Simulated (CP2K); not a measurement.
The N K edge of guanidine was computed by TDDFT (CP2K XAS_TDP, aug-cc-pVDZ, TDA) at these levels: PBE0, PBEh(45%) and PBEh(45%) + GW2X. The first three lines of N1 (bonded to C and 2 H) with a strength over 0.0015, energy in eV and strength:

```
run           first          second           third
  1  398.06 (0.008)  398.90 (0.023)  399.15 (0.011)
  2  390.51 (0.004)  391.25 (0.003)  391.44 (0.011)
  3  403.64 (0.008)  404.48 (0.023)  404.73 (0.011)
```

Question: Which run is which?

Run 1: PBEh(45%) (45 % exact exchange). Run 2: PBE0 (25 % exact exchange). Run 3: PBEh(45%) + GW2X (45 % exact exchange). Self-interaction lifts the core level, so the uncorrected lines rise with the share of exact exchange. The GW2X run keeps the spacings of its parent: 0.84 eV between the first two lines in run 3, 0.84 eV in run 1. Its shift is +5.58 eV, since the Kohn–Sham level at this share of exchange lies that far above the quasiparticle level.

[Banner, clock and machine lines of the logs are left out without a mark of their own.]

[Logs are printed without paths, hosts, clocks, repeated set-up lines and the standing remarks that a program may print on its own settings, such as how far it seeks lower states.]

[Hosts, paths, dates, database ids (printed as entryN), source tags and the programs' standing remarks are cut or masked in the printed files.]
